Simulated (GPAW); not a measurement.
## Geometry or basis: what sets the conductance of a Pt chain with a Cl atom bridging one bond

Aim: the conductance of a Pt chain with a Cl atom bridging one bond after relaxation, and whether geometry, basis or functional moves it most.

Main program and level: GPAW 26.7.0; GPAW LCAO, PAW setups; relaxation of the junction within the symmetry of its start, lead ends held, in the first sound run; inputs show where later runs differ.

### Step 1. The starting structure

The cell holds 17 atoms: 16 Pt and 1 Cl. Its edges and angles: a = 9.000 Å, b = 9.000 Å, c = 38.600 Å, α = 90.0°, β = 90.0°, γ = 90.0°. Regions: left lead, 8 atoms (8 Pt); channel, 1 atom (1 Cl); right lead, 8 atoms (8 Pt). Vacuum lies along a and b. The structure is stacked along c, and the current runs across the ab planes.

### Step 2. Relaxing the atoms

Transmission follows bond lengths closely, so the atoms between the held lead ends are relaxed first, within whatever symmetry the start has.

run.py

```python
import json
from ase import Atoms
from ase.constraints import FixAtoms
from ase.optimize import BFGS
from gpaw import GPAW, FermiDirac

device = Atoms(
    ['Pt', 'Pt', 'Pt', 'Pt', 'Pt', 'Pt', 'Pt', 'Pt', 'Cl', 'Pt', 'Pt', 'Pt', 'Pt', 'Pt', 'Pt', 'Pt', 'Pt'],
    positions=[
        [4.50000, 4.50000, 1.20000],
        [4.50000, 4.50000, 3.60000],
        [4.50000, 4.50000, 6.00000],
        [4.50000, 4.50000, 8.40000],
        [4.50000, 4.50000, 10.80000],
        [4.50000, 4.50000, 13.20000],
        [4.50000, 4.50000, 15.60000],
        [4.50000, 4.50000, 18.00000],
        [6.13751, 4.50000, 19.30000],
        [4.50000, 4.50000, 20.60000],
        [4.50000, 4.50000, 23.00000],
        [4.50000, 4.50000, 25.40000],
        [4.50000, 4.50000, 27.80000],
        [4.50000, 4.50000, 30.20000],
        [4.50000, 4.50000, 32.60000],
        [4.50000, 4.50000, 35.00000],
        [4.50000, 4.50000, 37.40000]],
    cell=[[9.0, 0.0, 0.0], [0.0, 9.0, 0.0], [0.0, 0.0, 38.6]],
    pbc=True)

device.set_constraint(FixAtoms([0, 1, 2, 3, 4, 5, 6, 10, 11, 12, 13, 14, 15, 16]))
device.calc = GPAW(mode='lcao', basis='dzp', xc='PBE', h=0.18,
                   kpts={'size': (1, 1, 2), 'gamma': True},
                   symmetry={'tolerance': 1e-3, 'extra_ids': [1, 1, 1, 1, 1, 1, 1, 0, 0, 0, 1, 1, 1, 1, 1, 1, 1]},
                   occupations=FermiDirac(0.1), maxiter=250,
                   mixer=dict(beta=0.1, nmaxold=8, weight=100.0),
                   convergence=dict(density=0.0001), txt='relax.txt')
path = []
opt = BFGS(device, maxstep=0.15)
opt.attach(lambda: path.append((device.get_potential_energy(), device.positions.tolist(), device.get_forces().tolist())))
relaxed = bool(opt.run(fmax=0.05, steps=50))
json.dump(dict(relaxed=relaxed, path=path, positions=device.positions.tolist(), moments=device.get_magnetic_moments().tolist(),
               forces=device.get_forces(apply_constraint=False).tolist()), open('result.json', 'w'))
```

Run with:

```console
$ OMP_NUM_THREADS=1 OPENBLAS_NUM_THREADS=1 python run.py
```

Log:

```text
Step          Energy          fmax
BFGS:    0      -49.608709        5.743017
BFGS:    1      -50.149220        2.157288
BFGS:    2      -50.258559        0.875817
BFGS:    3      -50.308977        0.556397
BFGS:    4      -50.324868        0.293526
BFGS:    5      -50.327086        0.166685
BFGS:    6      -50.327902        0.042654
```

It took 11 min on 1 thread of Arm Neoverse V2, shared host; peak memory 2 GiB.

Step by step:

| step | energy less that of the first step (eV) | largest force (eV/Å) |
| --- | --- | --- |
| 1 | 0.0000 | 5.7430 |
| 2 | -0.5418 | 2.1573 |
| 3 | -0.6497 | 0.8758 |
| 4 | -0.6978 | 0.5564 |
| 5 | -0.7114 | 0.2935 |
| 6 | -0.7134 | 0.1667 |
| 7 | -0.7135 | 0.0427 |

The atoms that moved most (Å):

| atom | dx | dy | dz | length |
| --- | --- | --- | --- | --- |
| Cl9 | 0.198 | 0.000 | 0.000 | 0.198 |
| Pt8 | -0.102 | 0.000 | 0.004 | 0.102 |
| Pt10 | -0.102 | 0.000 | -0.004 | 0.102 |

Final coordinates:

```cif
data_structure
_symmetry_space_group_name_H-M 'P 1'
_symmetry_Int_Tables_number 1
_cell_length_a 9.0000
_cell_length_b 9.0000
_cell_length_c 38.6000
_cell_angle_alpha 90.000
_cell_angle_beta 90.000
_cell_angle_gamma 90.000
_cell_volume 3126.60
loop_
_atom_site_label
_atom_site_type_symbol
_atom_site_fract_x
_atom_site_fract_y
_atom_site_fract_z
_atom_site_occupancy
Pt1 Pt 0.50000 0.50000 0.03109 1
Pt2 Pt 0.50000 0.50000 0.09326 1
Pt3 Pt 0.50000 0.50000 0.15544 1
Pt4 Pt 0.50000 0.50000 0.21762 1
Pt5 Pt 0.50000 0.50000 0.27979 1
Pt6 Pt 0.50000 0.50000 0.34197 1
Pt7 Pt 0.50000 0.50000 0.40415 1
Pt8 Pt 0.48867 0.50000 0.46643 1
Cl9 Cl 0.70390 0.50000 0.50000 1
Pt10 Pt 0.48867 0.50000 0.53357 1
Pt11 Pt 0.50000 0.50000 0.59585 1
Pt12 Pt 0.50000 0.50000 0.65803 1
Pt13 Pt 0.50000 0.50000 0.72021 1
Pt14 Pt 0.50000 0.50000 0.78238 1
Pt15 Pt 0.50000 0.50000 0.84456 1
Pt16 Pt 0.50000 0.50000 0.90674 1
Pt17 Pt 0.50000 0.50000 0.96891 1
```

The relaxation lowered the energy of the cell by 0.714 eV (energies extrapolated to zero smearing; the optimiser's log prints free energies). The largest force left on a free atom is 0.043 eV/Å.

### Step 3. GPAW, dzp

Localised orbitals split the wire into layers that couple to their neighbours alone, which is what the Green's function method needs; double zeta with polarisation is the usual level for numbers.

This step: GPAW LCAO, PAW setups; Landauer transmission from Green's functions with principal layers (ASE), zero bias (GPAW 26.7.0).

run.py

```python
import json
import numpy as np
from ase import Atoms
from ase.transport.calculators import TransportCalculator
from gpaw import GPAW, FermiDirac
from gpaw.lcao.tools import get_lcao_hamiltonian
from scipy.linalg import eigh

# The junction with lead layers at both ends, along the third cell vector
device = Atoms(
    ['Pt', 'Pt', 'Pt', 'Pt', 'Pt', 'Pt', 'Pt', 'Pt', 'Cl', 'Pt', 'Pt', 'Pt', 'Pt', 'Pt', 'Pt', 'Pt', 'Pt'],
    positions=[
        [4.50000, 4.50000, 1.20000],
        [4.50000, 4.50000, 3.60000],
        [4.50000, 4.50000, 6.00000],
        [4.50000, 4.50000, 8.40000],
        [4.50000, 4.50000, 10.80000],
        [4.50000, 4.50000, 13.20000],
        [4.50000, 4.50000, 15.60000],
        [4.39804, 4.50000, 18.00410],
        [6.33509, 4.50000, 19.30000],
        [4.39804, 4.50000, 20.59590],
        [4.50000, 4.50000, 23.00000],
        [4.50000, 4.50000, 25.40000],
        [4.50000, 4.50000, 27.80000],
        [4.50000, 4.50000, 30.20000],
        [4.50000, 4.50000, 32.60000],
        [4.50000, 4.50000, 35.00000],
        [4.50000, 4.50000, 37.40000]],
    cell=[[9.0, 0.0, 0.0], [0.0, 9.0, 0.0], [0.0, 0.0, 38.6]],
    pbc=True)

# One principal layer of the lead: the first 5 atoms of the device
lead = Atoms(
    ['Pt', 'Pt', 'Pt', 'Pt', 'Pt'],
    positions=[
        [4.50000, 4.50000, 1.20000],
        [4.50000, 4.50000, 3.60000],
        [4.50000, 4.50000, 6.00000],
        [4.50000, 4.50000, 8.40000],
        [4.50000, 4.50000, 10.80000]],
    cell=[[9.0, 0.0, 0.0], [0.0, 9.0, 0.0], [0.0, 0.0, 12.0]],
    pbc=True)

settings = dict(mode='lcao', basis='dzp', xc='PBE', h=0.2,
                occupations=FermiDirac(0.1), maxiter=250,
                mixer=dict(beta=0.1, nmaxold=8, weight=100.0),
                convergence=dict(density=0.0001))
energies = np.arange(-2, 2 + 1e-9, 0.025)
eta = 0.0001
n1, n2 = 1, 1
# k and -k transmit alike, so half of the mesh across the current serves
mesh = [(i, j) for i in range(n1) for j in range(n2) if (i, j) <= (-i % n1, -j % n2)]
weights = np.array([1 if (i, j) == (-i % n1, -j % n2) else 2 for i, j in mesh]) / (n1 * n2)

# [... helper functions left out ...]
fermi_lead = ground_state(lead, (1, 1, 10), 'lead.txt')
fermi_device = ground_state(device, (1, 1, 2), 'device.txt')
# [... loop over the mesh left out, but for ...]
        # Shift the lead onto the potential of the device's first layer
        shift = ((H[:, 0, 0] - H0[:, 0, 0]) / S0[0, 0]).real.mean()
# [...]
kT = 8.617333e-5 * 300
bias = [0.1, 0.2, 0.5, 1.0, 1.5, 2.0]
# [... integrals and printing left out ...]
```

Log:

```text
basis functions: device 445, principal layer 135
Fermi level: lead -4.5367 eV, device -4.4222 eV; lead shifted by -0.0000 eV
largest coupling past the next layer 8.09e-06 eV, largest misfit of the first layer 0.059 eV
  E-E_F (eV)   T (one spin)  [channel counts left out]
    -2.000    2.2429e+00
    -1.975    2.2616e+00
    -1.950    2.2795e+00
    -1.925    2.2967e+00
    -1.900    2.3133e+00
    -1.875    2.3293e+00
    -1.850    2.3449e+00
    -1.825    2.3600e+00
    -1.800    2.3748e+00
    -1.775    2.3894e+00
    -1.750    2.4039e+00
    -1.725    2.4183e+00
    -1.700    2.4330e+00
    -1.675    2.4482e+00
    -1.650    2.4643e+00
    -1.625    2.4822e+00
[...]
1.825    6.9732e-01
     1.850    7.1462e-01
     1.875    7.3101e-01
     1.900    7.4652e-01
     1.925    7.6119e-01
     1.950    7.7506e-01
     1.975    7.8818e-01
     2.000    8.0059e-01
conductance at 300 K: 2.5679 G0 a cell; thermopower 1.304 uV/K
current from the zero-bias T(E) at 0.1 V: 19.887 uA
current from the zero-bias T(E) at 0.2 V: 39.724 uA
current from the zero-bias T(E) at 0.5 V: 98.489 uA
current from the zero-bias T(E) at 1.0 V: 187.84 uA
current from the zero-bias T(E) at 1.5 V: 260.57 uA
current from the zero-bias T(E) at 2.0 V: 332.65 uA
```

The job ended after 3 min (1 thread; peak memory 1.5 GiB).

This step gave:

```yaml
conductance: 2.568 G₀
largest_coupling_past_the_next_principal_layer: 8.09e-6 eV
largest_misfit_of_the_first_principal_layer: 0.05874 eV
shift_that_aligns_the_lead: -1.64e-5 eV
basis_functions_of_the_junction: 445
basis_functions_of_a_principal_layer: 135
transmission_at_the_fermi_level_one_spin: 2.571
```

One spin. Transmission, zone mean against energy, zero at the Fermi level:

| energy (eV) | transmission, zone mean |
| --- | --- |
| -2.000 | 2.24 |
| -1.800 | 2.37 |
| -1.600 | 2.50 |
| -1.550 | 3.34 |
| -1.400 | 2.70 |
| -1.325 | 2.99 |
| -1.200 | 4.06 |
| -1.000 | 4.13 |
| -0.800 | 3.39 |
| -0.600 | 3.00 |
| -0.400 | 3.16 |
| -0.200 | 2.61 |
| 0.000 | 2.57 |
| 0.200 | 2.42 |
| 0.400 | 1.36 |
| 0.600 | 0.873 |
| 0.800 | 0.0511 |
| 1.000 | 0.00117 |
| 1.200 | 0.0579 |
| 1.400 | 0.259 |
| 1.600 | 0.496 |
| 1.800 | 0.679 |
| 2.000 | 0.801 |

Not self-consistent under bias; the bias window is split evenly. Current through one cell, from the zero-bias transmission against bias:

| bias (V) | current through one cell, from the zero-bias transmission (μA) |
| --- | --- |
| 0.100 | 19.9 |
| 0.200 | 39.7 |
| 0.500 | 98.5 |
| 1.000 | 188 |
| 1.500 | 261 |
| 2.000 | 333 |

The transmission of the three most open eigenchannels by energy, zero at the Fermi level:

| energy (eV) | channel 1 | channel 2 | channel 3 |
| --- | --- | --- | --- |
| -2.000 | 0.982 | 0.728 | 0.532 |
| -1.900 | 0.984 | 0.736 | 0.594 |
| -1.800 | 0.986 | 0.739 | 0.649 |
| -1.700 | 0.989 | 0.740 | 0.704 |
| -1.600 | 0.992 | 0.774 | 0.738 |
| -1.500 | 0.996 | 0.808 | 0.731 |
| -1.400 | 0.999 | 0.806 | 0.699 |
| -1.300 | 0.909 | 0.823 | 0.787 |
| -1.200 | 0.951 | 0.902 | 0.823 |
| -1.100 | 0.955 | 0.940 | 0.819 |
| -1.000 | 0.944 | 0.928 | 0.809 |
| -0.900 | 0.914 | 0.879 | 0.769 |
| -0.800 | 0.978 | 0.845 | 0.730 |
| -0.700 | 0.996 | 0.830 | 0.748 |
| -0.600 | 0.998 | 0.822 | 0.764 |
| -0.500 | 0.996 | 0.816 | 0.779 |
| -0.400 | 0.996 | 0.805 | 0.784 |
| -0.300 | 0.997 | 0.814 | 0.784 |
| -0.200 | 0.998 | 0.813 | 0.797 |
| -0.100 | 0.998 | 0.830 | 0.765 |
| 0.000 | 0.997 | 0.837 | 0.722 |
| 0.100 | 0.997 | 0.831 | 0.669 |
| 0.200 | 0.996 | 0.811 | 0.604 |
| 0.300 | 0.987 | 0.775 | 0.525 |
| 0.400 | 0.722 | 0.557 | 0.0829 |
| 0.500 | 0.647 | 0.458 | 7.9e-4 |
| 0.600 | 0.521 | 0.341 | 0.0112 |
| 0.700 | 0.204 | 0.125 | 0.0403 |
| 0.800 | 0.0511 | 8.6e-7 | 7.3e-10 |
| 0.900 | 0.0211 | 8.6e-7 | 4.4e-11 |
| 1.000 | 0.00117 | 7.7e-7 | 8.1e-11 |
| 1.100 | 0.00958 | 9.6e-7 | 1.2e-12 |
| 1.200 | 0.0579 | 9.3e-7 | 0 |
| 1.300 | 0.145 | 9.3e-7 | 0 |
| 1.400 | 0.259 | 9.4e-7 | 0 |
| 1.500 | 0.381 | 9.4e-7 | 0 |
| 1.600 | 0.496 | 9.5e-7 | 0 |
| 1.700 | 0.596 | 9.6e-7 | 0 |
| 1.800 | 0.679 | 9.7e-7 | 0 |
| 1.900 | 0.747 | 9.7e-7 | 0 |
| 2.000 | 0.801 | 9.8e-7 | 0 |

Couplings past the next layer reach 8.1e-6 eV, small enough to drop; the matrix elements of the cell's first layer differ from the bulk lead's by up to 0.059 eV. That layer keeps its own values in the calculation, and only beyond it is the lead taken as perfect. The Fermi levels of lead and junction count from different zeros of potential, one for each periodic cell; with both set to zero, the small remaining shift is what aligns them. Without spin-orbit coupling, which is large for these atoms, channel counts and T are those of the scalar-relativistic bands. By hand: G = 2.568 × 77.48 μS = 199 μS, a resistance of 5.03 kΩ; at 0.1 V a linear junction would pass 19.9 μA, and the integral over the bias window gives 19.9 μA.

### Step 4. GPAW, szp: basis = "szp(dzp)"

One radial function a shell plus polarisation makes the matrices smaller; the question is what that costs.

Edit run.py of step 3 so:

```diff
@@ -44,3 +44,3 @@
 
-settings = dict(mode='lcao', basis='dzp', xc='PBE', h=0.2,
+settings = dict(mode='lcao', basis='szp(dzp)', xc='PBE', h=0.2,
                 occupations=FermiDirac(0.1), maxiter=250,
```

Log:

```text
basis functions: device 249, principal layer 75
Fermi level: lead -4.6629 eV, device -4.5383 eV; lead shifted by -0.0012 eV
largest coupling past the next layer 8.13e-06 eV, largest misfit of the first layer 0.052 eV
  E-E_F (eV)   T (one spin)  [channel counts left out]
    -2.000    2.1997e+00
    -1.975    2.2159e+00
    -1.950    2.2315e+00
    -1.925    2.2466e+00
    -1.900    2.2612e+00
    -1.875    2.2755e+00
    -1.850    2.2893e+00
    -1.825    2.3030e+00
    -1.800    2.3164e+00
    -1.775    2.3296e+00
    -1.750    2.3427e+00
    -1.725    2.3558e+00
    -1.700    2.3688e+00
    -1.675    2.3818e+00
    -1.650    2.3948e+00
    -1.625    2.4079e+00
[...]
1.825    6.2767e-01
     1.850    6.4676e-01
     1.875    6.6499e-01
     1.900    6.8236e-01
     1.925    6.9891e-01
     1.950    7.1467e-01
     1.975    7.2966e-01
     2.000    7.4392e-01
conductance at 300 K: 2.5599 G0 a cell; thermopower 1.496 uV/K
current from the zero-bias T(E) at 0.1 V: 19.825 uA
current from the zero-bias T(E) at 0.2 V: 39.596 uA
current from the zero-bias T(E) at 0.5 V: 98.042 uA
current from the zero-bias T(E) at 1.0 V: 186.17 uA
current from the zero-bias T(E) at 1.5 V: 255.31 uA
current from the zero-bias T(E) at 2.0 V: 326.4 uA
```

The job ended after 94 s (1 thread; peak memory 1.4 GiB).

This step gave:

```yaml
conductance: 2.560 G₀
largest_coupling_past_the_next_principal_layer: 8.13e-6 eV
largest_misfit_of_the_first_principal_layer: 0.05189 eV
shift_that_aligns_the_lead: -0.001234 eV
basis_functions_of_the_junction: 249
basis_functions_of_a_principal_layer: 75
transmission_at_the_fermi_level_one_spin: 2.563
```

One spin. Transmission, zone mean against energy, zero at the Fermi level:

| energy (eV) | transmission, zone mean |
| --- | --- |
| -2.000 | 2.20 |
| -1.800 | 2.32 |
| -1.600 | 2.42 |
| -1.400 | 2.59 |
| -1.200 | 4.12 |
| -1.000 | 4.12 |
| -0.800 | 3.32 |
| -0.600 | 3.00 |
| -0.400 | 3.22 |
| -0.200 | 2.61 |
| 0.000 | 2.56 |
| 0.200 | 2.40 |
| 0.400 | 1.29 |
| 0.600 | 0.722 |
| 0.800 | 0.0440 |
| 1.000 | 0.00279 |
| 1.200 | 0.0355 |
| 1.400 | 0.196 |
| 1.600 | 0.417 |
| 1.800 | 0.608 |
| 2.000 | 0.744 |

Not self-consistent under bias; the bias window is split evenly. Current through one cell, from the zero-bias transmission against bias:

| bias (V) | current through one cell, from the zero-bias transmission (μA) |
| --- | --- |
| 0.100 | 19.8 |
| 0.200 | 39.6 |
| 0.500 | 98.0 |
| 1.000 | 186 |
| 1.500 | 255 |
| 2.000 | 326 |

The transmission of the three most open eigenchannels by energy, zero at the Fermi level:

| energy (eV) | channel 1 | channel 2 | channel 3 |
| --- | --- | --- | --- |
| -2.000 | 0.980 | 0.723 | 0.497 |
| -1.800 | 0.984 | 0.726 | 0.607 |
| -1.600 | 0.989 | 0.722 | 0.709 |
| -1.400 | 0.998 | 0.816 | 0.674 |
| -1.200 | 0.946 | 0.897 | 0.812 |
| -1.000 | 0.939 | 0.936 | 0.810 |
| -0.800 | 0.980 | 0.842 | 0.729 |
| -0.600 | 0.997 | 0.821 | 0.769 |
| -0.400 | 0.995 | 0.802 | 0.788 |
| -0.200 | 0.997 | 0.824 | 0.787 |
| 0.000 | 0.997 | 0.846 | 0.702 |
| 0.200 | 0.996 | 0.816 | 0.572 |
| 0.400 | 0.718 | 0.520 | 0.0521 |
| 0.600 | 0.450 | 0.258 | 0.0141 |
| 0.800 | 0.0440 | 4.2e-7 | 7.0e-11 |
| 1.000 | 0.00279 | 4.0e-7 | 6.8e-12 |
| 1.200 | 0.0355 | 4.6e-7 | 0 |
| 1.400 | 0.196 | 4.6e-7 | 0 |
| 1.600 | 0.417 | 4.6e-7 | 0 |
| 1.800 | 0.608 | 4.7e-7 | 0 |
| 2.000 | 0.744 | 4.7e-7 | 0 |

The conductance, 2.56 G₀, lies 0.3 % below that of the dzp run.

### Step 5. Minimal basis

One function for each valence shell of the setup, as for a first survey of a large system.

Edit run.py of step 4 so:

```diff
@@ -44,3 +44,3 @@
 
-settings = dict(mode='lcao', basis='szp(dzp)', xc='PBE', h=0.2,
+settings = dict(mode='lcao', basis='sz(dzp)', xc='PBE', h=0.2,
                 occupations=FermiDirac(0.1), maxiter=250,
```

Log:

```text
basis functions: device 196, principal layer 60
Fermi level: lead -4.6766 eV, device -4.5603 eV; lead shifted by -0.0019 eV
largest coupling past the next layer 8.11e-06 eV, largest misfit of the first layer 0.018 eV
  E-E_F (eV)   T (one spin)  [channel counts left out]
    -2.000    2.2063e+00
    -1.975    2.2219e+00
    -1.950    2.2369e+00
[...]
1.975    7.4519e-01
     2.000    7.5603e-01
conductance at 300 K: 2.5282 G0 a cell; thermopower 1.596 uV/K
current from the zero-bias T(E) at 0.1 V: 19.58 uA
current from the zero-bias T(E) at 0.2 V: 39.109 uA
current from the zero-bias T(E) at 0.5 V: 96.942 uA
current from the zero-bias T(E) at 1.0 V: 185.47 uA
current from the zero-bias T(E) at 1.5 V: 253.55 uA
current from the zero-bias T(E) at 2.0 V: 325.32 uA
```

Run time: 75 s. Hardware: 1 thread; peak memory 1.4 GiB.

Numbers from this step:

| Property | Result |
| --- | --- |
| conductance | 2.528 G₀ |
| thermopower | 1.596 μV/K |
| largest coupling past the next principal layer | 8.11e-6 eV |
| largest misfit of the first principal layer | 0.01806 eV |
| shift that aligns the lead | -0.001935 eV |
| basis functions of the junction | 196 |
| basis functions of a principal layer | 60 |
| transmission at the Fermi level (one spin) | 2.531 |

The conductance, 2.53 G₀, lies 1.5 % below that of the dzp run.

### Step 6. LDA in the dzp basis: xc = "LDA"

Back in the dzp basis, the functional changes from PBE to LDA, to set the spread between functionals beside that between bases.

Edit run.py of step 5 so:

```diff
@@ -44,3 +44,3 @@
 
-settings = dict(mode='lcao', basis='sz(dzp)', xc='PBE', h=0.2,
+settings = dict(mode='lcao', basis='dzp', xc='LDA', h=0.2,
                 occupations=FermiDirac(0.1), maxiter=250,
```

Log:

```text
basis functions: device 445, principal layer 135
Fermi level: lead -4.8574 eV, device -4.7413 eV; lead shifted by 0.0008 eV
largest coupling past the next layer 8.32e-06 eV, largest misfit of the first layer 0.056 eV
  E-E_F (eV)   T (one spin)  channels
    -2.000    2.2373e+00    3.0000
    -1.975    2.2579e+00    3.0000
    -1.950    2.2778e+00    3.0000
[...]
1.975    7.9503e-01    1.0000
     2.000    8.0691e-01    1.0000
conductance at 300 K: 2.594 G0 a cell; thermopower 1.236 uV/K
current from the zero-bias T(E) at 0.1 V: 20.09 uA
current from the zero-bias T(E) at 0.2 V: 40.129 uA
current from the zero-bias T(E) at 0.5 V: 99.795 uA
current from the zero-bias T(E) at 1.0 V: 191.69 uA
current from the zero-bias T(E) at 1.5 V: 266.65 uA
current from the zero-bias T(E) at 2.0 V: 341.78 uA
```

The job ended after 2.8 min (1 thread; peak memory 1.5 GiB).

This step gave:

- conductance: 2.594 G₀
- largest coupling past the next principal layer: 8.32e-6 eV
- largest misfit of the first principal layer: 0.05587 eV
- shift that aligns the lead: 8.02e-4 eV
- basis functions of the junction: 445
- basis functions of a principal layer: 135
- transmission at the Fermi level (one spin): 2.597
- open channels of the lead at the Fermi level (one spin): 4

The conductance, 2.59 G₀, lies 1.0 % above that of the dzp run.

(Continued in part 2 of 2.)

[Logs are printed without paths, hosts, clocks, repeated set-up lines and the standing remarks that a program may print on its own settings, such as how far it seeks lower states.]

[Hosts, paths, dates, database ids (printed as entryN), source tags and the programs' standing remarks are cut or masked in the printed files.]
